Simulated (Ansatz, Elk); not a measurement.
# How far do independent atoms describe LiTi?

Structure refinements treat a crystal as free atoms side by side. For a made-up structure of LiTi (cell and positions from a PBE relaxation) the runs below show what the calculated density changes in F(hkl).

Calculated with Elk 11.2.3 (patched build); DFT, PBE, all-electron APW+lo, Dirac cores, scalar-relativistic bands, static density, no spin.

This account leaves out most program logs.

The structure was built from a prototype and need not be the compound's stable phase.

## 1. The structure

It takes space group Pm-3m (No. 221, cubic). The conventional cell has a = 3.174 Å, b = 3.174 Å, c = 3.174 Å, α = 90.00°, β = 90.00°, γ = 90.00°. Ti has 8 Li at 2.75 Å nearest. Nearest to Li lie 8 Ti at 2.75 Å. Farther neighbours are not listed.

## 2. Ground state and structure factors

An all-electron density is needed, since X-rays see the cores too. Task 0 finds the density and task 195 Fourier-transforms it; tshift is off so that phases refer to the origin typed.

Input file elk.in:

```
tasks
  0
  195

xctype
  20

spinpol
  .false.

rgkmax
  7.0

gmaxvr
  14.0

lmaxo
  7

lmaxapw
  8

swidth
  0.002

tshift
  .false.

ramdisk
  .false.

hmaxvr
  5.5

maxscl
  120

epspot
  1e-06

sppath
  './'

avec
  4.24131140790 2.44872228275 3.46342519435
  -4.24131140790 2.44872228275 3.46342519435
  -0.00000000000 -4.89744456646 3.46342519367

atoms
  2
  'Ti.in'
  1
  -0.0000000000 -0.0000000000 0.0000000000   0.000000 0.000000 0.000000
  'Li.in'
  1
  0.5000000000 0.5000000000 0.5000000000   0.000000 0.000000 0.000000

ngridk
  7 7 7
```

Launch:

```sh
$ OMP_NUM_THREADS=4 elk
```

It took 5.9 s on 4 threads of Arm Neoverse V2, shared host; peak memory 0.16 GiB.

SFACRHO.OUT:

```text

h k l indices transformed by vhmat matrix:
   1.000000000       0.000000000       0.000000000    
   0.000000000       1.000000000       0.000000000    
   0.000000000       0.000000000       1.000000000    

      h      k      l  multipl.   |H|            Re(F)            Im(F)           |F|

      0      0      0      1   0.0000000       25.000000      0.26233712E-16   25.000000    
     -1      0      0      6   1.0474845       15.371809     -0.23641907E-15   15.371809    
      1      1      0      6   1.4813085       16.877455     -0.44209447E-15   16.877455    
      0     -1      1      6   1.4814251       16.876944      0.83559129E-15   16.876944    
      1      1      1      2   1.8141536       12.326755      0.57350229E-15   12.326755    
     -1      1      1      6   1.8143440       12.326013     -0.47609242E-15   12.326013    
     -2      0      0      6   2.0949691       14.317365      0.37536698E-15   14.317365    
      1      2      0     12   2.3421729       10.536356      0.52834460E-15   10.536356    
      0     -1      2     12   2.3423204       10.535835     -0.15879710E-14   10.535835    
      2      1      1      6   2.5656343       12.446482     -0.63288935E-15   12.446482    
      2     -1      1     12   2.5658363       12.445827     -0.29589948E-15   12.445827    
      1     -2      1      6   2.5659036       12.445585      0.64654878E-15   12.445585    
      0      2      2      6   2.9626170       11.154146     -0.53156528E-15   11.154146    
      2      0     -2      6   2.9628503       11.153391     -0.11664687E-14   11.153391    
     -2     -2     -1      6   3.1422337       8.4658172     -0.66611781E-15   8.4658172    
     -2     -2      1      6   3.1424536       8.4654887     -0.40005930E-15   8.4654887    
      0      0     -3      6   3.1424536       8.5254335      0.15416965E-14   8.5254335    
     -1     -2      2     12   3.1425635       8.4652195     -0.11059390E-14   8.4652195
```

Elk indexes on the primitive cell of elk.in and gives |H| = 4π sin θ/λ in inverse bohr. Below, one row stands for each form hkl of the conventional cell (m members, Friedel mates merged), F is for one primitive cell and the density is static (no thermal factor). Free-atom factors are Waasmaier and Kirfel's, and R is Σm||F|−|F'||/Σm|F|.

```
hkl   m  sin θ/λ (Å⁻¹)  abs F, DFT  neutral atoms   diff.
100   6          0.158      15.372         15.514  -0.142
110  12          0.223      16.878         17.049  -0.172
111   8          0.273      12.327         12.354  -0.028
200   6          0.315      14.317         14.285  +0.032
210  24          0.352      10.536         10.513  +0.023
211  24          0.386      12.447         12.454  -0.008
220  12          0.446      11.154         11.155  -0.001
221  24          0.472       8.466          8.452  +0.014
300   6          0.473       8.525          8.452  +0.073
310  24          0.498      10.245         10.206  +0.040
311  24          0.522       7.898          7.860  +0.038
222   8          0.546       9.485          9.496  -0.011
320  24          0.568       7.450          7.432  +0.018
321  48          0.589       8.946          8.950  -0.004
```

## 3. The highest occupied states alone

An energy window below the Fermi level keeps the highest occupied states, to see at which angles they scatter; shallow core shells can lie inside it and anion s states outside. No new self-consistency is needed.

elk.in, as its differences from that of step 2:

```diff
@@ -1,3 +1,2 @@
 tasks
-  0
   195
@@ -40,2 +39,5 @@
 
+wsfac
+  -0.269280 0.471710
+
 sppath
```

Launch:

```sh
$ OMP_NUM_THREADS=4 elk
```

Elapsed: 1.7 s, on 4 threads; peak memory 0.16 GiB.

States within 12 eV below the Fermi level hold 5.00 electrons; any levels below the window count with the cores. Their amplitudes can exceed the total, where window and core parts have opposite phase:

```
hkl  sin θ/λ (Å⁻¹)  abs F, window  abs F, all
100          0.158          1.105      15.372
110          0.223          0.584      16.878
111          0.273          0.517      12.327
200          0.315          0.462      14.317
210          0.352          0.326      10.536
211          0.386          0.268      12.447
220          0.446          0.172      11.154
221          0.472          0.089       8.466
300          0.473          0.148       8.525
310          0.498          0.146      10.245
```

## 4. Another functional

The difference from free atoms is small, so it is set against the change that PBEsol makes.

elk.in, as its differences from that of step 3:

```diff
@@ -1,2 +1,3 @@
 tasks
+  0
   195
@@ -4,3 +5,3 @@
 xctype
-  20
+  22
 
@@ -39,5 +40,2 @@
 
-wsfac
-  -0.269280 0.471710
-
 sppath
```

Launch:

```sh
$ OMP_NUM_THREADS=4 elk
```

The job ended after 6.1 s (4 threads; peak memory 0.16 GiB; 16 s of CPU time).

Against the first run R = 0.07 %; the largest change is -0.015 at 200.

## 5. A coarser k-mesh

About half the k-points along each axis test the sampling.

elk.in, as its differences from that of step 4:

```diff
@@ -5,3 +5,3 @@
 xctype
-  22
+  20
 
@@ -58,2 +58,2 @@
 ngridk
-  7 7 7
+  4 4 4
```

Launch:

```sh
$ OMP_NUM_THREADS=4 elk
```

The job ended after 4 s (4 threads; peak memory 0.16 GiB).

Against the first run R = 0.05 %; the largest change is -0.013 at 200.

## 6. Basis size

A smaller basis shows how fast F responds to it; the change is likely larger than the basis error of the first run, but doesn't show convergence.

elk.in, as its differences from that of step 5:

```diff
@@ -11,3 +11,3 @@
 rgkmax
-  7.0
+  5.5
 
@@ -58,2 +58,2 @@
 ngridk
-  4 4 4
+  7 7 7
```

Launch:

```sh
$ OMP_NUM_THREADS=4 elk
```

Elapsed: 5.2 s, on 4 threads; peak memory 0.16 GiB; 13 s of CPU time.

Against the first run R = 0.02 %; the largest change is +0.008 at 220.

## 7. Settings against the effect

```
          run  R against the first run (%)  R against neutral atoms, low angle (%)  wall time
PBE, rgkmax 7                         0.00                                    0.80      5.9 s
       PBEsol                         0.07                                    0.83      6.1 s
 k-mesh 4×4×4                         0.05                                    0.76        4 s
   rgkmax 5.5                         0.02                                    0.84      5.2 s
```

## 8. Summary of results

```
R against neutral atoms, sin θ/λ < 0.3 Å⁻¹ : 0.80 %
R against neutral atoms, 0.3 to 0.82 Å⁻¹   : 0.24 %
```

**Reading.** Independent neutral atoms miss the calculated amplitudes by R = 0.80 % below 0.3 Å⁻¹ and 0.24 % from there to 0.82 Å⁻¹; by shells, 0.80 % 0.15 to 0.3 (3 forms), 0.12 % 0.3 to 0.45 (4 forms), 0.26 % above 0.45 (23 forms). Bonding, aspherical density and the tables' own atoms all enter these figures, and the runs don't part them. The largest change of an amplitude is -0.17 electrons, at 110. The window's part falls from 5.0 electrons at the origin to at most 0.15 between 0.45 and 0.82 Å⁻¹. Below 0.3 Å⁻¹ the changes that finished (PBEsol, k-mesh 4×4×4 and rgkmax 5.5) move F by R = 0.04 % at most, against the 0.80 % that separates it from free atoms. These runs have no spin, though d or f shells may be open. Part of the difference isn't bonding: the tables are fits to free atoms and ions calculated by other methods than this functional. Thermal motion, anomalous dispersion and extinction are left out.

[Logs are printed without paths, hosts, clocks, repeated set-up lines and the standing remarks that a program may print on its own settings, such as how far it seeks lower states.]

[Hosts, paths, dates, database ids (printed as entryN), source tags and the programs' standing remarks are cut or masked in the printed files.]
